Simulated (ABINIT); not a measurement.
# Selenium (P3_121, 3 atoms a cell): a self-consistent loop beyond G0W0, cycle by cycle

Aim: iterate the self-energy on Selenium (P3_121, 3 atoms a cell) and follow the gap from cycle to cycle.

Main program and level: ABINIT 10.8.3; PBE and many-body steps on it, plane waves.

**What was measured.**

- Gap 1.68 eV: quasiparticle gap from dI/dV; STS; 78 K; film (ultrathin trigonal Se film on Te film) (“Selenium / Tellurium Two-Dimensional Structures: from Isovalent Se Dopants in Te to Atomically Thin Se Films”, 2023, arxiv:2307.02723).

- Gap 1.95 ± 0.04 eV: optical gap from Tauc plot, consistent with EQE derivative; UV-vis absorption; film (evaporated film annealed at 200 C for 2 min) (“Ultrathin high band gap solar cells with improved efficiencies from the world’s oldest photovoltaic material”, 2017, pmc:5613033).

Most raw output is cut from this account.

## (1) The structure

It takes space group P3_121 (No. 152, trigonal). Conventional cell: a = 4.366 Å, b = 4.366 Å, c = 4.954 Å, α = 90.00°, β = 90.00°, γ = 120.00°. Se has 2 Se at 2.37 Å nearest.

The cell and positions come from the Crystallography Open Database and are kept as given unless a step says otherwise.

## (2) Empty states on the mesh, 3×3×2 mesh, 147 bands

This step: ABINIT 10.8.3; DFT, PBE, plane waves, norm-conserving pseudopotentials.

The sums over transitions need many empty states on a uniform mesh; this step solves for them.

Input file run.abi:

```
acell 3*1.0 Angstrom
rprim 
  4.366199999998 0.000000000000 0.000000000000
  -2.183099999999 3.781240118002 0.000000000000
  0.000000000000 0.000000000000 4.953600000000
ntypat 1
znucl 34
natom 3
typat 1 1 1
xred 
  0.225400000000 0.000000000000 0.333333333333
  0.000000000000 0.225400000000 0.666666666667
  0.774600000000 0.774600000000 -0.000000000000
pp_dirpath "pseudos"
pseudos "Se.upf"
ecut 48
ngkpt 3 3 2
nshiftk 1
shiftk 0 0 0
kptopt 1
chksymbreak 0
iscf -2
irdden 1
istwfk *1
nband 147
nbdbuf 12
tolwfr 1e-09
nstep 60
prtvol 0
indata_prefix "in"
outdata_prefix "out"
tmpdata_prefix "tmp"
```

On the command line:

```sh
$ OMP_NUM_THREADS=1 mpirun -n 4 abinit run.abi > log
```

Run time: 91 s. Hardware: 4 MPI ranks of Arm Neoverse V1, shared host; peak memory 0.45 GiB; 6 min of CPU time.

This step gave:

| Item | Value |
| --- | --- |
| gap | 1.261 eV |
| k of the valence top | 0.3333, 0.3333, 0.5 |
| k of the conduction bottom | 0.3333, 0.3333, 0.5 |
| least direct gap | 1.261 eV |
| k points computed | 6 |
| lowest point of the top converged band, above the valence top | 58.9752 eV |

On this mesh the gap is 1.261 eV.

The density comes from a self-consistent run that is not shown.

## (3) Screening, 3×3×2 mesh, 135 bands, screening to 130.6 eV

The RPA dielectric matrix is built and inverted for each q.

This step: RPA screening on PBE, plane waves, norm-conserving pseudopotentials.

Changes to run.abi since step 2:

```diff
@@ -21,10 +21,11 @@
 chksymbreak 0
-iscf -2
-irdden 1
 istwfk *1
-nband 147
-nbdbuf 12
-tolwfr 1e-09
-nstep 60
-prtvol 0
+occopt 1
+irdwfk 1
+optdriver 3
+nband 135
+ecuteps 4.8
+inclvkb 2
+awtr 1
+symchi 1
 indata_prefix "in"
```

Elapsed: 83 s, on 4 MPI ranks; peak memory 1.6 GiB; 5.5 min of CPU time.

Numbers from this step:

* ε∞ with local fields, on this mesh, along the program's q direction: 15.72
* the same without local fields: 17.87
* plasma frequency: 34.84 eV
* plane waves in the screening matrix: 279

Local fields lower ε∞ by 12 %. On a Γ-centred mesh this coarse the value itself is usually too large, while a short band sum pulls it down.

## (4) G0W0

The self-energy is evaluated for the states that the input lists, and the levels follow from it, in one-shot runs by the linearised quasiparticle equation.

This step: G0W0 on PBE, plane waves, norm-conserving pseudopotentials.

Changes to run.abi since step 3:

```diff
@@ -24,8 +24,17 @@
 irdwfk 1
-optdriver 3
+optdriver 4
 nband 135
+gwcalctyp 0
+ecutsigx 48
+symsigma 1
+nkptgw 2
+kptgw 
+  0.3333333333 0.3333333333 0.5000000000
+  0.0000000000 0.0000000000 0.0000000000
+bdgw 
+  35 39
+  34 38
 ecuteps 4.8
-inclvkb 2
-awtr 1
-symchi 1
+irdscr 1
+ppmodel 1
 indata_prefix "in"
```

Wall time 14 s (4 MPI ranks); peak memory 1.1 GiB.

This step gave:

* G0W0 gap on the points computed: 1.914 eV
* starting gap on the mesh: 1.261 eV
* k of the valence top: 0.3333, 0.3333, 0.5
* k of the conduction bottom: 0.3333, 0.3333, 0.5
* Z at the valence top: 0.782
* Z at the conduction bottom: 0.787
* least direct G0W0 gap on the computed points: 1.914 eV

The gap on the mesh goes from 1.26 eV to 1.91 eV, a correction of +0.65 eV.

## (5) evGW0, cycle 1

This step: evGW0 on PBE, plane waves, norm-conserving pseudopotentials.

Changes to run.abi since step 4:

```diff
@@ -26,12 +26,20 @@
 nband 135
-gwcalctyp 0
+gwcalctyp 10
 ecutsigx 48
 symsigma 1
-nkptgw 2
+nkptgw 6
 kptgw 
+  0.0000000000 0.0000000000 0.0000000000
+  0.3333333333 0.0000000000 0.0000000000
+  0.3333333333 0.3333333333 0.0000000000
+  0.0000000000 0.0000000000 0.5000000000
+  0.3333333333 0.0000000000 0.5000000000
   0.3333333333 0.3333333333 0.5000000000
-  0.0000000000 0.0000000000 0.0000000000
 bdgw 
-  35 39
-  34 38
+  31 40
+  31 40
+  31 40
+  31 40
+  31 40
+  31 40
 ecuteps 4.8
```

Elapsed: 86 s, on 4 MPI ranks; peak memory 1.7 GiB; 5.7 min of CPU time.

This step gave:

| Item | Value |
| --- | --- |
| quasiparticle gap on the mesh | 2.064 eV |
| gap of the density functional on the mesh | 1.261 eV |
| k of the valence top | 0.3333, 0.3333, 0.5 |
| k of the conduction bottom | 0, 0, 0.5 |
| Z at the valence top | 0.782 |
| Z at the conduction bottom | 0.794 |
| least direct quasiparticle gap on the computed points | 2.092 eV |

Against G0W0 in ABINIT (3×3×2 mesh, 135 bands, screening to 130.6 eV, Godby-Needs plasmon pole), the gap moves by +0.150 eV. This first cycle still uses the starting levels; it takes the full correction, at all points of the mesh, and its linearised value is 1.914 eV.

## (6) evGW0, cycle 2

The corrected levels of the last cycle go back in.

Changes to run.abi since step 5:

```diff
@@ -47,2 +47,3 @@
 ppmodel 1
+irdqps 1
 indata_prefix "in"
```

Elapsed: 87 s, on 4 MPI ranks; peak memory 1.7 GiB; 5.8 min of CPU time.

Numbers from this step:

| Quantity | Value |
| --- | --- |
| quasiparticle gap on the mesh | 1.990 eV |
| gap of the density functional on the mesh | 1.261 eV |
| k of the valence top | 0.3333, 0.3333, 0.5 |
| k of the conduction bottom | 0.3333, 0.3333, 0.5 |
| least direct quasiparticle gap on the computed points | 1.990 eV |

Against the cycle before, the gap moves by −0.074 eV.

## (7) evGW0, cycle 3

run.abi is that of step 6.

Elapsed: 90 s, on 4 MPI ranks; peak memory 1.7 GiB.

Numbers from this step:

```yaml
quasiparticle_gap_on_the_mesh: 2.002 eV
gap_of_the_density_functional_on_the_mesh: 1.261 eV
k_of_the_valence_top: 0.3333, 0.3333, 0.5
k_of_the_conduction_bottom: 0.3333, 0.3333, 0.5
least_direct_quasiparticle_gap_on_the_computed_points: 2.002 eV
```

Against the cycle before, the gap moves by +0.012 eV.

## (8) evGW0, cycle 4

run.abi is that of step 7.

The job ended after 90 s (4 MPI ranks; peak memory 1.7 GiB; 6 min of CPU time).

This step gave:

```
quasiparticle gap on the mesh                         : 2 eV
gap of the density functional on the mesh             : 1.261 eV
k of the valence top                                  : 0.3333, 0.3333, 0.5
k of the conduction bottom                            : 0.3333, 0.3333, 0.5
least direct quasiparticle gap on the computed points : 2 eV
```

Against the cycle before, the gap moves by −0.002 eV.

## (9) Screening, 3×3×2 mesh, 135 bands, screening to 130.6 eV

This step: RPA screening on PBE, plane waves, norm-conserving pseudopotentials.

Input file run.abi:

```
acell 3*1.0 Angstrom
rprim 
  4.366199999998 0.000000000000 0.000000000000
  -2.183099999999 3.781240118002 0.000000000000
  0.000000000000 0.000000000000 4.953600000000
ntypat 1
znucl 34
natom 3
typat 1 1 1
xred 
  0.225400000000 0.000000000000 0.333333333333
  0.000000000000 0.225400000000 0.666666666667
  0.774600000000 0.774600000000 -0.000000000000
pp_dirpath "pseudos"
pseudos "Se.upf"
ecut 48
ngkpt 3 3 2
nshiftk 1
shiftk 0 0 0
kptopt 1
chksymbreak 0
istwfk *1
occopt 1
irdwfk 1
optdriver 3
nband 135
ecuteps 4.8
inclvkb 2
awtr 1
symchi 1
gwcalctyp 10
mbpt_sciss 0.833 eV
nqptdm 1
qptdm 
  0 0 0
indata_prefix "in"
outdata_prefix "out"
tmpdata_prefix "tmp"
```

Run time: 29 s. Hardware: 4 MPI ranks; peak memory 1.6 GiB; 1.9 min of CPU time.

This step gave:

| Item | Value |
| --- | --- |
| ε∞ with local fields, on this mesh, along the program's q direction | 12.03 |
| the same without local fields | 13.58 |
| plasma frequency | 34.84 eV |
| plane waves in the screening matrix | 279 |

This screening uses the functional's bands under a rigid shift, the mean opening of the cycle before.

## (10) Screening, 3×3×2 mesh, 135 bands, screening to 130.6 eV

This step: RPA screening on PBE from quasiparticle energies, plane waves, norm-conserving pseudopotentials.

Changes to run.abi since step 9:

```diff
@@ -30,7 +30,11 @@
 symchi 1
+irdqps 1
 gwcalctyp 10
-mbpt_sciss 0.833 eV
-nqptdm 1
+nqptdm 5
 qptdm 
-  0 0 0
+  0.3333333333 0.0000000000 0.0000000000
+  0.3333333333 0.3333333333 0.0000000000
+  0.0000000000 0.0000000000 0.5000000000
+  0.3333333333 0.0000000000 0.5000000000
+  0.3333333333 0.3333333333 0.5000000000
 indata_prefix "in"
```

Input file mrgscr.stdin:

```
2
merged
q0_SCR
out_SCR
1
```

On the command line:

```sh
$ OMP_NUM_THREADS=1 mpirun -n 4 abinit run.abi > log; mrgscr < mrgscr.stdin
```

The job ended after 51 s (4 MPI ranks; peak memory 1.5 GiB; 3.4 min of CPU time).

Numbers from this step:

| Quantity | Value |
| --- | --- |
| plasma frequency | 34.84 eV |
| plane waves in the screening matrix | 279 |

This screening reads the quasiparticle levels of the cycle before.

## (11) evGW, cycle 1

This step: evGW on PBE, plane waves, norm-conserving pseudopotentials.

Changes to run.abi since step 10:

```diff
@@ -24,12 +24,10 @@
 irdwfk 1
-optdriver 3
+optdriver 4
 nband 135
-ecuteps 4.8
-inclvkb 2
-awtr 1
-symchi 1
-irdqps 1
 gwcalctyp 10
-nqptdm 5
-qptdm 
+ecutsigx 48
+symsigma 1
+nkptgw 6
+kptgw 
+  0.0000000000 0.0000000000 0.0000000000
   0.3333333333 0.0000000000 0.0000000000
@@ -39,2 +37,13 @@
   0.3333333333 0.3333333333 0.5000000000
+bdgw 
+  31 40
+  31 40
+  31 40
+  31 40
+  31 40
+  31 40
+ecuteps 4.8
+irdscr 1
+ppmodel 1
+irdqps 1
 indata_prefix "in"
```

On the command line:

```sh
$ OMP_NUM_THREADS=1 mpirun -n 4 abinit run.abi > log
```

Elapsed: 90 s, on 4 MPI ranks; peak memory 1.7 GiB.

Numbers from this step:

```
quasiparticle gap on the mesh                         : 2.147 eV
gap of the density functional on the mesh             : 1.261 eV
k of the valence top                                  : 0.3333, 0.3333, 0.5
k of the conduction bottom                            : 0.3333, 0.3333, 0.5
least direct quasiparticle gap on the computed points : 2.147 eV
```

Against G0W0 in ABINIT (3×3×2 mesh, 135 bands, screening to 130.6 eV, Godby-Needs plasmon pole), the gap moves by +0.233 eV.

## (12) Screening, 3×3×2 mesh, 135 bands, screening to 130.6 eV

This step: RPA screening on PBE, plane waves, norm-conserving pseudopotentials.

Input file run.abi:

```
acell 3*1.0 Angstrom
rprim 
  4.366199999998 0.000000000000 0.000000000000
  -2.183099999999 3.781240118002 0.000000000000
  0.000000000000 0.000000000000 4.953600000000
ntypat 1
znucl 34
natom 3
typat 1 1 1
xred 
  0.225400000000 0.000000000000 0.333333333333
  0.000000000000 0.225400000000 0.666666666667
  0.774600000000 0.774600000000 -0.000000000000
pp_dirpath "pseudos"
pseudos "Se.upf"
ecut 48
ngkpt 3 3 2
nshiftk 1
shiftk 0 0 0
kptopt 1
chksymbreak 0
istwfk *1
occopt 1
irdwfk 1
optdriver 3
nband 135
ecuteps 4.8
inclvkb 2
awtr 1
symchi 1
gwcalctyp 10
mbpt_sciss 0.999 eV
nqptdm 1
qptdm 
  0 0 0
indata_prefix "in"
outdata_prefix "out"
tmpdata_prefix "tmp"
```

The job ended after 29 s (4 MPI ranks; peak memory 1.6 GiB).

Numbers from this step:

| Item | Value |
| --- | --- |
| ε∞ with local fields, on this mesh, along the program's q direction | 11.54 |
| the same without local fields | 13.01 |
| plasma frequency | 34.84 eV |
| plane waves in the screening matrix | 279 |

This screening uses the functional's bands under a rigid shift, the mean opening of the cycle before.

## (13) Screening, 3×3×2 mesh, 135 bands, screening to 130.6 eV

This step: RPA screening on PBE from quasiparticle energies, plane waves, norm-conserving pseudopotentials.

Changes to run.abi since step 12:

```diff
@@ -30,7 +30,11 @@
 symchi 1
+irdqps 1
 gwcalctyp 10
-mbpt_sciss 0.999 eV
-nqptdm 1
+nqptdm 5
 qptdm 
-  0 0 0
+  0.3333333333 0.0000000000 0.0000000000
+  0.3333333333 0.3333333333 0.0000000000
+  0.0000000000 0.0000000000 0.5000000000
+  0.3333333333 0.0000000000 0.5000000000
+  0.3333333333 0.3333333333 0.5000000000
 indata_prefix "in"
```

mrgscr.stdin is that of step 10.

On the command line:

```sh
$ OMP_NUM_THREADS=1 mpirun -n 4 abinit run.abi > log; mrgscr < mrgscr.stdin
```

Run time: 61 s. Hardware: 4 MPI ranks; peak memory 1.5 GiB.

This step gave:

```
plasma frequency                    : 34.84 eV
plane waves in the screening matrix : 279
```

This screening reads the quasiparticle levels of the cycle before.

## (14) evGW, cycle 2

This step: evGW on PBE, plane waves, norm-conserving pseudopotentials.

Changes to run.abi since step 13:

```diff
@@ -24,12 +24,10 @@
 irdwfk 1
-optdriver 3
+optdriver 4
 nband 135
-ecuteps 4.8
-inclvkb 2
-awtr 1
-symchi 1
-irdqps 1
 gwcalctyp 10
-nqptdm 5
-qptdm 
+ecutsigx 48
+symsigma 1
+nkptgw 6
+kptgw 
+  0.0000000000 0.0000000000 0.0000000000
   0.3333333333 0.0000000000 0.0000000000
@@ -39,2 +37,13 @@
   0.3333333333 0.3333333333 0.5000000000
+bdgw 
+  31 40
+  31 40
+  31 40
+  31 40
+  31 40
+  31 40
+ecuteps 4.8
+irdscr 1
+ppmodel 1
+irdqps 1
 indata_prefix "in"
```

On the command line:

```sh
$ OMP_NUM_THREADS=1 mpirun -n 4 abinit run.abi > log
```

It took 87 s on 4 MPI ranks; peak memory 1.7 GiB.

Numbers from this step:

```yaml
quasiparticle_gap_on_the_mesh: 2.157 eV
gap_of_the_density_functional_on_the_mesh: 1.261 eV
k_of_the_valence_top: 0.3333, 0.3333, 0.5
k_of_the_conduction_bottom: 0.3333, 0.3333, 0.5
least_direct_quasiparticle_gap_on_the_computed_points: 2.157 eV
```

Against the cycle before, the gap moves by +0.010 eV.

## (15) Screening, 3×3×2 mesh, 135 bands, screening to 130.6 eV

This step: RPA screening on PBE, plane waves, norm-conserving pseudopotentials.

Input file run.abi:

```
acell 3*1.0 Angstrom
rprim 
  4.366199999998 0.000000000000 0.000000000000
  -2.183099999999 3.781240118002 0.000000000000
  0.000000000000 0.000000000000 4.953600000000
ntypat 1
znucl 34
natom 3
typat 1 1 1
xred 
  0.225400000000 0.000000000000 0.333333333333
  0.000000000000 0.225400000000 0.666666666667
  0.774600000000 0.774600000000 -0.000000000000
pp_dirpath "pseudos"
pseudos "Se.upf"
ecut 48
ngkpt 3 3 2
nshiftk 1
shiftk 0 0 0
kptopt 1
chksymbreak 0
istwfk *1
occopt 1
irdwfk 1
optdriver 3
nband 135
ecuteps 4.8
inclvkb 2
awtr 1
symchi 1
gwcalctyp 10
mbpt_sciss 1.011 eV
nqptdm 1
qptdm 
  0 0 0
indata_prefix "in"
outdata_prefix "out"
tmpdata_prefix "tmp"
```

The job ended after 28 s (4 MPI ranks; peak memory 1.6 GiB; 1.8 min of CPU time).

This step gave:

```
ε∞ with local fields, on this mesh, along the program's q direction : 11.51
the same without local fields                                       : 12.97
plasma frequency                                                    : 34.84 eV
plane waves in the screening matrix                                 : 279
```

This screening uses the functional's bands under a rigid shift, the mean opening of the cycle before.

## (16) Screening, 3×3×2 mesh, 135 bands, screening to 130.6 eV

This step: RPA screening on PBE from quasiparticle energies, plane waves, norm-conserving pseudopotentials.

Changes to run.abi since step 15:

```diff
@@ -30,7 +30,11 @@
 symchi 1
+irdqps 1
 gwcalctyp 10
-mbpt_sciss 1.011 eV
-nqptdm 1
+nqptdm 5
 qptdm 
-  0 0 0
+  0.3333333333 0.0000000000 0.0000000000
+  0.3333333333 0.3333333333 0.0000000000
+  0.0000000000 0.0000000000 0.5000000000
+  0.3333333333 0.0000000000 0.5000000000
+  0.3333333333 0.3333333333 0.5000000000
 indata_prefix "in"
```

mrgscr.stdin is that of step 13.

On the command line:

```sh
$ OMP_NUM_THREADS=1 mpirun -n 4 abinit run.abi > log; mrgscr < mrgscr.stdin
```

Elapsed: 51 s, on 4 MPI ranks; peak memory 1.5 GiB.

Numbers from this step:

| Item | Value |
| --- | --- |
| plasma frequency | 34.84 eV |
| plane waves in the screening matrix | 279 |

This screening reads the quasiparticle levels of the cycle before.

## (17) evGW, cycle 3

This step: evGW on PBE, plane waves, norm-conserving pseudopotentials.

Changes to run.abi since step 16:

```diff
@@ -24,12 +24,10 @@
 irdwfk 1
-optdriver 3
+optdriver 4
 nband 135
-ecuteps 4.8
-inclvkb 2
-awtr 1
-symchi 1
-irdqps 1
 gwcalctyp 10
-nqptdm 5
-qptdm 
+ecutsigx 48
+symsigma 1
+nkptgw 6
+kptgw 
+  0.0000000000 0.0000000000 0.0000000000
   0.3333333333 0.0000000000 0.0000000000
@@ -39,2 +37,13 @@
   0.3333333333 0.3333333333 0.5000000000
+bdgw 
+  31 40
+  31 40
+  31 40
+  31 40
+  31 40
+  31 40
+ecuteps 4.8
+irdscr 1
+ppmodel 1
+irdqps 1
 indata_prefix "in"
```

On the command line:

```sh
$ OMP_NUM_THREADS=1 mpirun -n 4 abinit run.abi > log
```

It took 86 s on 4 MPI ranks; peak memory 1.7 GiB.

This step gave:

* quasiparticle gap on the mesh: 2.158 eV
* gap of the density functional on the mesh: 1.261 eV
* k of the valence top: 0.3333, 0.3333, 0.5
* k of the conduction bottom: 0.3333, 0.3333, 0.5
* least direct quasiparticle gap on the computed points: 2.158 eV

Against the cycle before, the gap moves by +0.001 eV.

## (18) The runs together

Times are wall times on 4 MPI ranks of Arm Neoverse V1, shared host, good to a factor of about two. A run's time includes the screening step that it read.

```csv
run,mesh,bands,screening cutoff (eV),DFT gap (eV),gap on the mesh (eV),direct (eV),ε∞ used,time
G0W0,3×3×2,135,130.6,1.261,1.914,1.914,15.72,97 s
"evGW0, cycle 1",3×3×2,135,130.6,1.261,2.064,2.092,15.72,2.8 min
"evGW0, cycle 2",3×3×2,135,130.6,1.261,1.990,1.990,15.72,2.8 min
"evGW0, cycle 3",3×3×2,135,130.6,1.261,2.002,2.002,15.72,2.9 min
"evGW0, cycle 4",3×3×2,135,130.6,1.261,2.000,2.000,15.72,2.9 min
"evGW, cycle 1",3×3×2,135,130.6,1.261,2.147,2.147,12.03,2.8 min
"evGW, cycle 2",3×3×2,135,130.6,1.261,2.157,2.157,11.54,3 min
"evGW, cycle 3",3×3×2,135,130.6,1.261,2.158,2.158,11.51,2.8 min
```

## (19) Outcome

- G0W0: 1.914 eV
- evGW0, cycle 1: 2.064 eV
- evGW0, cycle 2: 1.990 eV
- evGW0, cycle 3: 2.002 eV
- evGW0, cycle 4: 2.000 eV
- evGW, cycle 1: 2.147 eV
- evGW, cycle 2: 2.157 eV
- evGW, cycle 3: 2.158 eV
- known limits: not at the basis limit; no spin-orbit coupling; coarse k mesh

In words: Only the bands that the input lists are updated; the others, empty or deep, keep the functional's energies or take a rigid shift. The evGW loop starts from the last levels of evGW0, so its cycles and time come on top of those. evGW0 ends at 2.00 eV, +0.09 eV from G0W0, after 4 cycles that took 5.9 min beside the first screening; the last moved the gap by 0.002 eV. evGW ends at 2.16 eV, +0.24 eV from G0W0, after 3 cycles that took 8.5 min beside the first screening; the last moved the gap by 0.001 eV. The first cycle of evGW0 takes the full correction, without the factor Z, so it overshoots the one-shot value. Against experiment, by evGW, cycle 3: the gap of 2.16 eV lies +0.48 eV from the measured 1.68 eV (electronic, 78 K, 2023); the gap of 2.16 eV lies +0.21 eV from the measured 1.95 ± 0.04 eV (optical, 2017). An exciton line or allowed optical edge lies below the quasiparticle gap by the binding energy; a forbidden edge can push the onset above it. These are gaps on the mesh, at modest bands and cutoff. The calculation has static nuclei and no excitons; a measured gap holds zero-point and thermal motion, which mostly lowers it. Bands and cutoff are finite, so the gap is not at the basis limit. The miss can reach some tenths of an eV and take either sign; the mesh is an error of its own. A denser mesh or path gives a starting gap of 1.03 eV: the GW mesh misses a band edge, so its gaps are not the fundamental one. The 3×3×2 mesh is coarse for this cell, which bears on the long-range parts of exchange and screening. In the updated screening the q = 0 part is built from Kohn-Sham bands under a rigid shift, the other q from the quasiparticle levels. The many-body steps are scalar-relativistic: spin-orbit coupling is not in them.

[Paths, hosts, dates, memory and timing lines, banners, echoed tables and standing remarks are left out of the program output.]

[Logs are printed without paths, hosts, clocks, repeated set-up lines and the standing remarks that a program may print on its own settings, such as how far it seeks lower states.]

[Runs of the session that timed out or met a known fault of the program may be left out.]

[Hosts, paths, dates, database ids (printed as entryN), source tags and the programs' standing remarks are cut or masked in the printed files.]

[G0W0 gaps are taken among the corrected bands and points alone; a level outside them can change the order at an edge.]

[Where Ansatz stands beside ABINIT at settings called matched, ABINIT's density can come from a denser mesh and the files from another edition; pairs whose starting gaps differed by over 0.03 eV were left out, so agreement reads better than it is.]
